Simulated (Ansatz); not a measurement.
## PbF2 (Fluorocronite): optical spectrum from first principles

Aim: the dielectric function of PbF2 (Fluorocronite), and the optical constants that follow from it. The cell comes from an older database entry, whose edges can differ from later determinations, mostly by under a per cent.

Program: Ansatz 0.2.0. Level of theory: DFT, PBE, plane-wave PAW, default files, scalar-relativistic, independent-particle optical response without local fields. Results are calculated unless marked as measured.

The database entry behind the starting cell differs from later determinations by our own check (0.1 to 0.3 % short, probably kX units), so it need not match the best structure at ambient conditions.

### Step 1. Starting point

The structure is cubic, space group Fm-3m (No. 225). The conventional cell has a = 5.927 Å, b = 5.927 Å, c = 5.927 Å, α = 90.00°, β = 90.00°, γ = 90.00°. Nearest to Pb lie 8 F at 2.57 Å. Nearest to F lie 4 Pb at 2.57 Å. Farther neighbours and most contacts between anions are not listed.

### Step 2. Ground state and bands

First the ground state: is it a metal or has it a gap?

This step: DFT, PBE, plane-wave PAW, default files, scalar-relativistic, ground state (Ansatz 0.2.0).

Contents of input.yaml:

```yaml
crystal:
  lattice:
    - [0.0, 2.96366, 2.96366]
    - [2.96366, 0.0, 2.96366]
    - [2.96366, 2.96366, 0.0]
  atoms:
    - { symbol: Pb, position: [0.0, 0.0, 0.0] }
    - { symbol: F, position: [0.75, 0.75, 0.75] }
    - { symbol: F, position: [0.25, 0.25, 0.25] }
kpoints:
  mp_grid: { grid: [7, 7, 7] }
  band_path:
    path:
      - [[0.0, 0.0, 0.0], [0.5, 0.0, 0.5], [0.5, 0.25, 0.75], [0.375, 0.375, 0.75], [0.0, 0.0, 0.0], [0.5, 0.5, 0.5], [0.625, 0.25, 0.625], [0.5, 0.25, 0.75], [0.5, 0.5, 0.5], [0.375, 0.375, 0.75]]
      - [[0.625, 0.25, 0.625], [0.5, 0.0, 0.5]]
    npoints: 6
scf:
  occupations: { method: fermi_dirac, width: 0.05 }
  n_extra_bands: 7
hamiltonian:
  xc: pbe
  pseudopotentials: { kind: paw }
output:
  forces: true
  stress: true
  populations: true
  write_bands: true
  write_density: true
  write_potential: true
  elf: true
  volumetric_format: npy
```

On the command line:

```
$ ansatz run input.yaml --threads 4 --pin off --max-ram 8192MiB --backend cpu --events-out ev --progress --plain --runs-dir out
```

Numbers of over 12 decimals in the logs are rounded to 6 here.

The log of the run:

```text
scf.n_extra_bands = 7 over 14 filled bands (N_el = 28.0): the run solves 21 bands
Engine: ansatz 0.2.0, aarch64-unknown-linux-gnu
Pseudopotentials: kind: paw
Pseudopotential: Pb, paw, valence charge 14, recommended cutoff 420 eV (normal), Pb.paw.azcp
Pseudopotential: F, paw, valence charge 7, recommended cutoff 420 eV (normal), F.paw.azcp
Functional definition: PBE
  parameter kappa = 0.804
  parameter beta = 0.066725
  exchange = pbe_x(kappa = kappa, mu = beta*pi^2/3)
  correlation = pbe_c(beta = beta)
Crystal: 3 atoms, lattice volume = 52.061 Å³
Basis set: ecut = 420 eV, 965 PW (Γ), exchange–correlation on 60×60×60 points (8 copies of the dense FFT grid, shifted against one another)
Bands: 21, of which v1, the nominal top of the filled ones, is band 14 counted from 1 (13 counted from 0)
Symmetry: 48 space group operations
Space group: Fm-3m (ITA 225), of the structure as read, at distance tolerance 3.7e-5 Å
k-points: 20 of 343
Non-local potential: Pb, projectors of the file, l = 0: 2, l = 1: 2, l = 2: 2, l = 3: 2
Non-local potential: F, projectors of the file, l = 0: 2, l = 1: 2, l = 2: 1
PAW form: soft (Blöchl's): semilocal exchange-correlation on the pseudo side does not see the compensation charge
PAW one-centre angular grid: Pb, 590 points (default); XC on 64 Gauss nodes
PAW one-centre angular grid: F, 110 points (default); XC on 64 Gauss nodes
Initial density: superposition of atomic densities (neutral atoms: chi_scale 0, normalization atom), corrected by the library's trained network
Initial wavefunctions: pseudopotential atomic-orbital guess
Functional: x = pbe(κ = 0.804, μ = 0.219515), c = pbe(β = 0.066725)
SCF iter   1: F=—  HF=-13524.696278 eV  |F-HF|=—  |Δ(HF+E_count)|=         —  Δρ=4.60e-4  dr2=4.42e-5  ethr=1.77e-3  ⟨swp⟩=6.1  Hψ=2177  notcnv=0  defer=2
preconditioner: auto → none  [insulator: Δε(μ)=4.460 eV  Ē_g=20.463 eV  σ=0.050 eV  W_gap=1.00  n_scr=14 (ndim 8)  ℏωp=27.2 eV  f_vac=0.132  D(μ)=0.00/eV (n_scr^D=0)  ε∞_Penn≈2.8]
SCF iter   2: F=—  HF=-13524.695613 eV  |F-HF|=—  |Δ(HF+E_count)|=   6.66e-4  Δρ=3.88e-4  dr2=2.93e-5  ethr=1.58e-7  ⟨swp⟩=3.1  Hψ=1001  notcnv=0  defer=16
SCF iter   3: F=—  HF=-13524.695651 eV  |F-HF|=—  |Δ(HF+E_count)|=   3.87e-5  Δρ=1.81e-4  dr2=4.66e-6  ethr=1.05e-7  ⟨swp⟩=2.1  Hψ=522  notcnv=0  defer=16
SCF iter   4: F=—  HF=-13524.695692 eV  |F-HF|=—  |Δ(HF+E_count)|=   4.06e-5  Δρ=9.54e-5  dr2=3.13e-6  ethr=1.66e-8  ⟨swp⟩=2.0  Hψ=648  notcnv=0  defer=16
SCF iter   5: F=—  HF=-13524.695691 eV  |F-HF|=—  |Δ(HF+E_count)|=   9.14e-7  Δρ=2.69e-5  dr2=2.26e-7  ethr=1.12e-8  ⟨swp⟩=2.5  Hψ=639  notcnv=0  defer=16
SCF iter   6: F=-13524.695691 eV  HF=-13524.695691 eV  |F-HF|=7.26e-10  |Δ(HF+E_count)|=   9.26e-8  Δρ=3.52e-6  dr2=4.16e-9  ethr=3.57e-10  ⟨swp⟩=12.2  Hψ=3045  notcnv=0
SCF 1 converged in 6 iterations: F = -13524.695691 eV  dr2 = 4.16e-9
  greatest PAW one-centre occupation: 0.984 electrons in one spin orbital (limit 2), on the Pb atom at site 0 (counted from 0), in its partial waves of l = 2
NSCF: frozen V_eff on 62 k-points
SCF converged after 6 iterations
Free energy (F): -13524.695691 eV
Harris-Foulkes:  -13524.695691 eV  (|F-HF|=7.26e-10)
Internal energy: -13524.695691 eV  (E = F + TS)
E sigma→0 (E₀):  -13524.695691 eV
Fermi energy:    7.312598 eV
--- Per-component energies (eV) ---
  E_band       = -122.954808
  E_kinetic    = 698.663871
  E_local      = -2254.071742  (includes V_loc(G=0)·N_el)
  E_nonlocal   = 496.991467
  E_hartree    = 866.201131
  E_xc         = -381.863462
  E_vxc        = -338.430007  (∫ρ·V_xc dr)
  E_paw        = -10801.720379  (= ΣΔE_a)
  E_vpaw       = -458.516658  (= ΣTr[D̂ρ^β])
  E_aug_tail   = 0.004116  (compensation charges beyond the density's cutoff)
  E_ewald      = -2148.900692
  E_smearing   = -0.000000  (= −TS)
  E_closure    = 0.000000  (closes the sum)
  Σ components = -13524.695691   (vs F -13524.695691, Δ=0.00e0)
--- Forces (eV/Å), atoms counted from 1 ---
  atom   1  Pb    -0.00000000     0.00000000    -0.00000000
  atom   2  F      0.00000000     0.00000000    -0.00000000
  atom   3  F     -0.00000000    -0.00000000     0.00000000
  max |Σ_I F_I| component: 1.85e-17 eV/Å
--- Stress (GPa, compression-positive) ---
        2.683841       0.000000      -0.000000
        0.000000       2.683841       0.000000
       -0.000000      -0.000000       2.683841
  P = ⅓ Tr σ = 2.6838 GPa (26.838 kbar)
--- Band table (eV; the first three rows and the last of 20) ---
  k-point 0: bands = [... 10 lower, 2.5482, 3.0424, 3.0424, 3.0424, 11.8065, 11.8065, 11.8065, 15.6756, ... 3 higher]
  k-point 1: bands = [... 10 lower, 2.5078, 3.0108, 3.0108, 3.5531, 11.1577, 11.9703, 11.9703, 16.7923, ... 3 higher]
  k-point 2: bands = [... 10 lower, 2.4205, 2.9397, 2.9397, 4.3711, 10.3989, 12.3454, 12.3454, 18.1006, ... 3 higher]
  k-point 19: bands = [... 10 lower, 2.5646, 3.3682, 3.4821, 5.0196, 10.8234, 11.3113, 12.6608, 15.2111, ... 3 higher]
--- Löwdin populations: 3 sites ---
  site symbol       q [e]
     0     Pb     12.8430
     1      F      7.5391
     2      F      7.5391
  spilling = 0.002813 (of n_electrons = 28.000000)
```

The job ended after 1.3 s (4 threads of Arm Neoverse V2, shared host; peak memory 0.32 GiB).

This step gave:

- free energy: -13524.6957 eV
- Fermi energy: 7.313 eV
- gap by band count: 4.463 eV
- electrons: 28
- symmetry operations: 48
- pressure: 2.684 GPa
- gap on the k-mesh: 4.463 eV
- volume: 52.06 Å³
- gap on the path: 4.419 eV
- least direct gap on the path: 4.565 eV

There is a gap, 4.42 eV on the path, so no carriers' term is needed. The cell is left with a pressure of 2.7 GPa, as it stands unrelaxed at this level.

The electronic bands at the labelled points (eV, zero at the Fermi level; v1 is the highest filled band, c1 the lowest empty one):

```tsv
point	v4	v3	v2	v1	c1	c2	c3	c4
Γ	-4.76	-4.27	-4.27	-4.27	4.49	4.49	4.49	8.36
halfway	-4.33	-4.02	-4.02	-3.25	2.79	5.11	5.11	8.94
X	-3.85	-3.85	-3.85	-2.43	2.14	5.62	5.62	6.68
halfway	-4.22	-3.89	-3.81	-2.35	2.63	5.01	5.36	7.27
W	-4.97	-3.91	-3.79	-2.28	3.78	3.78	5.21	7.88
halfway	-4.59	-3.93	-3.83	-2.30	3.24	4.27	5.37	7.74
K	-4.36	-4.00	-3.86	-2.31	3.04	4.39	5.60	7.56
halfway	-4.75	-4.51	-4.02	-2.92	3.14	4.79	5.09	10.24
Γ	-4.76	-4.27	-4.27	-4.27	4.49	4.49	4.49	8.36
halfway	-4.87	-4.35	-4.35	-3.14	3.23	4.93	4.93	10.59
L	-4.97	-4.44	-4.44	-2.32	2.74	5.39	5.39	10.94
halfway	-4.79	-4.22	-4.09	-2.32	3.06	4.64	5.48	8.87
U	-4.36	-4.00	-3.86	-2.31	3.04	4.39	5.60	7.56
halfway	-4.59	-3.93	-3.83	-2.30	3.24	4.27	5.37	7.74
W	-4.97	-3.91	-3.79	-2.28	3.78	3.78	5.21	7.88
halfway	-4.98	-4.08	-4.07	-2.32	3.17	4.48	5.45	8.66
L	-4.97	-4.44	-4.44	-2.32	2.74	5.39	5.39	10.94
halfway	-4.79	-4.22	-4.09	-2.32	3.06	4.64	5.48	8.87
K	-4.36	-4.00	-3.86	-2.31	3.04	4.39	5.60	7.56
jump to U	-4.36	-4.00	-3.86	-2.31	3.04	4.39	5.60	7.56
halfway	-4.01	-3.89	-3.85	-2.39	2.39	5.17	5.62	6.98
X	-3.85	-3.85	-3.85	-2.43	2.14	5.62	5.62	6.68
```

ELF in the ac plane of a cell with a along [110], b along [-110] and c along [001] of the cube at fractional y = 0.000, with atoms of Pb and F within 0.2 Å of it. It is the smooth field of the valence electrons, not physical close to the nuclei.

Ten even steps from '_' (0.00) to '@' (0.78), each cell a mean:
```
__::++::........--==::__..====..........====..
--++==..==####==::====--==++::::**##**::--====
++==::--%%@@@@%%--::==++++--::**@@@@@@**::--++
--....**@@%%%%@@++..::--::..--%%@@##@@%%--..::
____..**@@%%@@@@**..________==%%@@%%@@%%--____
____..==%%@@@@%%==..________::**@@@@@@**::____
______..--++==--..__________..::==++==::______
______________________________________________
________........________________......________
______::++####++--__________..==**##**==..____
____..++@@@@@@@@++..________--%%@@@@@@##--____
..__..**@@%%%%@@**..__....__--@@@@##@@%%--__..
==--..++@@@@@@@@==..--==--::::##@@%%@@##::::--
++++--::**@@@@**::--++++++==::==%%@@%%==::==++
::--==::::====::::====::::==--::--++--..--++::
__::++--..____..--++..____--==..______::==--__
```

Valence density in the ac plane of a cell with a along [110], b along [-110] and c along [001] of the cube at fractional y = 0.000, with atoms of Pb and F within 0.2 Å of it. It is the smooth field of the valence electrons, not physical close to the nuclei.

Values in units of 1e0 e/Å³, 9 rows by 16 columns, each cell a mean:
```
5.0 1.6 0.3 0.2 0.2 0.2 0.9 4.0 5.0 1.6 0.3 0.2 0.2 0.2 0.9 4.0
0.6 0.3 0.5 3.5 4.9 0.9 0.2 0.5 0.6 0.3 0.5 3.5 4.9 0.9 0.2 0.5
0.0 0.1 0.5 5.1 7.3 1.2 0.1 0.0 0.0 0.1 0.5 5.1 7.3 1.2 0.1 0.0
0.0 0.0 0.1 0.4 0.5 0.2 0.0 0.0 0.0 0.0 0.1 0.4 0.5 0.2 0.0 0.0
0.0 0.0 0.0 0.1 0.1 0.0 0.0 0.0 0.0 0.0 0.0 0.1 0.1 0.0 0.0 0.0
0.0 0.0 0.2 0.9 1.2 0.3 0.0 0.0 0.0 0.0 0.2 0.9 1.2 0.3 0.0 0.0
0.1 0.1 0.6 6.2 8.9 1.4 0.1 0.1 0.1 0.1 0.6 6.2 8.9 1.4 0.1 0.1
1.1 0.5 0.4 1.9 2.7 0.6 0.3 0.9 1.1 0.5 0.4 1.9 2.7 0.6 0.3 0.9
6.6 2.0 0.3 0.1 0.1 0.2 1.1 5.2 6.6 2.0 0.3 0.1 0.1 0.2 1.1 5.2
```

### Step 3. Spectrum

The spectrum is a sum over vertical transitions between filled and empty bands at the fixed density, so many empty bands are needed.

This step: DFT, PBE, plane-wave PAW, default files, scalar-relativistic, independent-particle optical response without local fields (Ansatz 0.2.0).

input.yaml, the sections that differ from step 2:

```yaml
kpoints:
  mp_grid: { grid: [7, 7, 7] }
scf:
  occupations: { method: fixed }
output:
  optics:
    e_range: [0, 22]
    de: 0.05
    sigma: 0.1
    nscf_kmesh: { grid: [10, 10, 10] }
    bands: { spectra_wanted_up_to: 22 }
# crystal, hamiltonian: as in step 2
```

The log of the run:

```text
[...]
Crystal: 3 atoms, lattice volume = 52.061 Å³
Basis set: ecut = 420 eV, 965 PW (Γ)
Bands: 18, of which v1, the nominal top of the filled ones, is band 14 counted from 1 (13 counted from 0)
Symmetry: 48 space group operations
[...]
k-points: 20 of 343
[...]
SCF iter   1: F=—  HF=-13524.696398 eV  |F-HF|=—  |Δ(HF+E_count)|=         —  Δρ=4.73e-4  dr2=5.05e-5  ethr=1.77e-3  ⟨swp⟩=5.0  Hψ=1529  notcnv=0  defer=33
[...]
SCF iter   9: F=-13524.695762 eV  HF=-13524.695762 eV  |F-HF|=3.64e-12  |Δ(HF+E_count)|=  1.09e-11  Δρ=1.05e-7  dr2=2.98e-12  ethr=1.00e-12  ⟨swp⟩=2.0  Hψ=701  notcnv=0
SCF 1 converged in 9 iterations: F = -13524.695762 eV  dr2 = 2.98e-12
[...]
NSCF: frozen V_eff on 47 k-points
[...]
output.optics: what the bands over the 42 summed would add to eps1, eps2 and the energy-loss function is held between a lower and an upper bound (7 Lanczos steps). eps1, eps2 and their loss function (loss_summed_bands) are given on every row as the summed bands alone make them. Along an axis, on a row where the two bounds hold the loss function to about 1 % of the greater of itself and 0.5 % of |1/eps|, its cell (loss_completed) is given, with the completed eps1 and eps2 that it is formed of (a cell that is left empty reads nan in the table and null in the record). The two bounds hold it so along every axis on all 441 rows up to 22.000 eV. [rest of the remark cut]
SCF converged after 9 iterations
Free energy (F): -13524.695762 eV
[...]
Internal energy: -13524.695762 eV  (E = F + TS)
E sigma→0 (E₀):  -13524.695762 eV
Fermi energy:    5.019579 eV
[...]
--- Band table (eV; the first three rows and the last of 20) ---
  k-point 0: bands = [... 10 lower, 2.5481, 3.0424, 3.0424, 3.0424, 11.8065, 11.8065, 11.8065, 15.6756]
  k-point 1: bands = [... 10 lower, 2.5078, 3.0108, 3.0108, 3.5531, 11.1578, 11.9704, 11.9704, 16.7923]
  k-point 2: bands = [... 10 lower, 2.4205, 2.9397, 2.9397, 4.3711, 10.3990, 12.3455, 12.3455, 18.1007]
  k-point 19: bands = [... 10 lower, 2.5646, 3.3682, 3.4821, 5.0196, 10.8234, 11.3114, 12.6608, 15.2111]
```

Run time: 6.6 s. Hardware: 4 threads; peak memory 0.73 GiB; 24 s of CPU time.

Numbers from this step:

| Quantity | Value |
| --- | --- |
| electronic dielectric constant ε∞, mean over x, y and z (by symmetry where fewer were run) | 3.722 |
| absorption onset, first axis (α over 10⁴ cm⁻¹, or the direct gap if that lies higher) | 4.565 eV |
| main peak of Im epsilon, first axis | 7.835 eV |
| least direct gap on the mesh | 4.565 eV |
| bands summed | 42 |
| spectra valid up to | 34.35 eV |
| program's estimate of the k-sum error in Im epsilon | 0.06 % |
| electrons in the f-sum | 19.73 |

The Im ε, any direction has structure finer than the step of the table below, so its rows give means over 0.5 eV, whole bins alone (the curve runs from 0 to 22 eV). Peaks (eV: height): 5.40: 7.41, 7.15: 6.57, 7.85: 8.06, 9.45: 5.26, 10.95: 2.76, 13.10: 1.79, 19.60: 1.70.

The Im ε, any direction by photon energy; means over each step:

```tsv
photon energy (eV)	Im ε, any direction
4.0	0
4.5	0.249
5.0	2.34
5.5	6.26
6.0	2.49
6.5	3.51
7.0	5.22
7.5	4.21
8.0	6.11
8.5	2.49
9.0	1.85
9.5	4.32
10.0	1.83
10.5	1.48
11.0	2.21
11.5	1.16
12.0	0.745
12.5	0.813
13.0	1.60
13.5	1.19
14.0	1.04
14.5	0.434
15.0	0.301
15.5	0.250
16.0	0.707
16.5	1.22
17.0	1.52
17.5	1.47
18.0	1.26
18.5	1.19
19.0	1.31
19.5	1.56
20.0	1.00
20.5	0.520
21.0	0.630
21.5	1.33
```

Table of Re ε, any direction by photon energy:

photon energy (eV), Re ε, any direction and a bar from the least value:
```
        0       3.72 ###############
        1       3.77 ###############
        2       3.93 ################
        3       4.26 #################
        4       5.05 ####################
        5       8.03 ##############################
        6       3.26 #############
        7       4.65 ##################
        8      -0.58 
        9       1.46 #######
       10      -0.07 ##
       11       0.25 ###
       12       0.46 ####
       13       1.10 ######
       14       0.30 ###
       15       0.97 #####
       16       1.77 ########
       17       1.46 #######
       18       0.95 #####
       19       0.95 #####
       20       0.12 ##
       21       1.04 ######
       22       0.67 ####
```

Values under 1 per cm are given as 1. Table of absorption coefficient, any direction by photon energy:

photon energy (eV), log10 absorption coefficient, any direction (1/cm) and a bar:
```
     0.00        0.0 
     1.00        0.0 
     2.00        0.0 
     3.00        0.0 
     4.00        0.0 
     5.00        5.2 #########################
     6.00        5.5 ##########################
     7.00        5.9 ############################
     8.00        6.2 #############################
     9.00        5.8 ############################
    10.00        6.0 ############################
    11.00        6.1 #############################
    12.00        5.7 ###########################
    13.00        6.0 ############################
    14.00        6.0 #############################
    15.00        5.4 ##########################
    16.00        5.7 ###########################
    17.00        6.0 #############################
    18.00        6.0 #############################
    19.00        6.1 #############################
    20.00        6.1 #############################
    21.00        5.8 ############################
    22.00        6.3 ##############################
```

The loss function −Im 1/ε at q → 0, any direction has structure finer than the step of the table below, so its rows give means over 0.5 eV, whole bins alone (the curve runs from 0 to 22 eV). Peaks (eV: height): 8.70: 0.617, 10.55: 0.764, 11.75: 1.06, 14.30: 1.31, 20.20: 1.32, 21.75: 0.571.

The loss function −Im 1/ε at q → 0, any direction by energy loss; means over each step:

```tsv
energy loss (eV)	loss function −Im 1/ε at q → 0, any direction
4.0	0
4.5	0.00528
5.0	0.0307
5.5	0.116
6.0	0.159
6.5	0.109
7.0	0.120
7.5	0.171
8.0	0.164
8.5	0.413
9.0	0.344
9.5	0.201
10.0	0.514
10.5	0.621
11.0	0.407
11.5	0.872
12.0	0.930
12.5	0.408
13.0	0.439
13.5	0.706
14.0	0.875
14.5	0.865
15.0	0.303
15.5	0.123
16.0	0.181
16.5	0.253
17.0	0.350
17.5	0.448
18.0	0.500
18.5	0.505
19.0	0.482
19.5	0.515
20.0	1.01
20.5	0.807
21.0	0.415
21.5	0.424
```

The reflectivity at normal incidence, any direction has structure finer than the step of the table below, so its rows give means over 1 eV, whole bins alone (the curve runs from 0 to 22 eV). Peaks (eV: height): 5.4: 30.7, 7.2: 29.2, 7.9: 36.7, 9.8: 40.0, 11.3: 24.6, 13.2: 12.5, 19.9: 15.7.

Reflectivity at normal incidence, any direction against photon energy; means over each step:

```tsv
photon energy (eV)	reflectivity at normal incidence, any direction (%)
1	10.3
2	10.9
3	12.1
4	15.0
5	24.5
6	18.8
7	23.1
8	31.5
9	16.4
10	25.6
11	17.4
12	7.85
13	8.50
14	8.68
15	0.979
16	3.61
17	7.47
18	7.09
19	7.10
20	11.3
21	2.97
```

(Part 1 of 2 ends here.)

[Logs are printed without paths, hosts, clocks, repeated set-up lines and the standing remarks that a program may print on its own settings, such as how far it seeks lower states.]

[Hosts, paths, dates, database ids (printed as entryN), source tags and the programs' standing remarks are cut or masked in the printed files.]
